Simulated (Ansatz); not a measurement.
G0W0 rungs for SiO2 (Fddd).

```yaml
crystal:
  lattice:
    - [0.00000, 4.71626, 7.36278]
    - [2.35958, 0.00000, 7.36278]
    - [2.35958, 4.71626, 0.00000]
  atoms:
    - { symbol: Si, position: [0.56323, 0.56323, 0.93677] }
    - { symbol: Si, position: [0.31323, 0.31323, 0.68677] }
    - { symbol: Si, position: [0.68677, 0.68677, 0.31323] }
    - { symbol: Si, position: [0.93677, 0.93677, 0.56323] }
    - { symbol: O, position: [0.62500, 0.12500, 0.62500] }
    - { symbol: O, position: [0.62500, 0.62500, 0.12500] }
    - { symbol: O, position: [0.62500, 0.62500, 0.62500] }
    - { symbol: O, position: [0.12500, 0.62500, 0.62500] }
    - { symbol: O, position: [0.18656, 0.81344, 0.18656] }
    - { symbol: O, position: [0.81344, 0.18656, 0.81344] }
    - { symbol: O, position: [0.43656, 0.06344, 0.43656] }
    - { symbol: O, position: [0.06344, 0.43656, 0.06344] }
```

The cell and positions are those that the Materials Project relaxed with its own functionals (PBE, PBE+U or r2SCAN), kept fixed.

Runs so far (Ansatz 0.2.0, start LDA, PAW set soft_1 files, 4×4×4 mesh). Times are wall times on 1 × NVIDIA H100 80GB HBM3 (shared by 6 runs) with 3 threads of AMD EPYC 7R13 (Zen 3), shared host, good to a factor of about two.

```csv
bands summed,cutoff (eV),gap on the mesh (eV),time
179,54,8.379,28 s
449,108,8.532,55 s
```

Question: What should the next rung give, with 930 bands and screening to 180 eV, and where is the limit?

The error falls about as one over the bands when the cutoff rises with them. A line through the two highest rungs given predicts 8.584 eV; the run gave 8.731 eV, a miss of 0.147 eV, so the law fails here: the steps don't follow it yet. The two highest rungs put the limit near 8.917 eV, the pair below near 8.633 eV; neither can be trusted until a further rung is run.

Gaps are over the mesh's points; an edge off the mesh would be missed. Limits: not at the basis limit.

[Paths, hosts, dates, memory and timing lines, banners, echoed tables and standing remarks are left out of the program output.]

[Logs are printed without paths, hosts, clocks, repeated set-up lines and the standing remarks that a program may print on its own settings, such as how far it seeks lower states.]

[Runs of the session that timed out or met a known fault of the program may be left out.]

[Cells called generated may have been cut or substituted from an entry of the Crystallography Open Database or the Materials Project.]

[Hosts, paths, dates, database ids (printed as entryN), source tags and the programs' standing remarks are cut or masked in the printed files.]
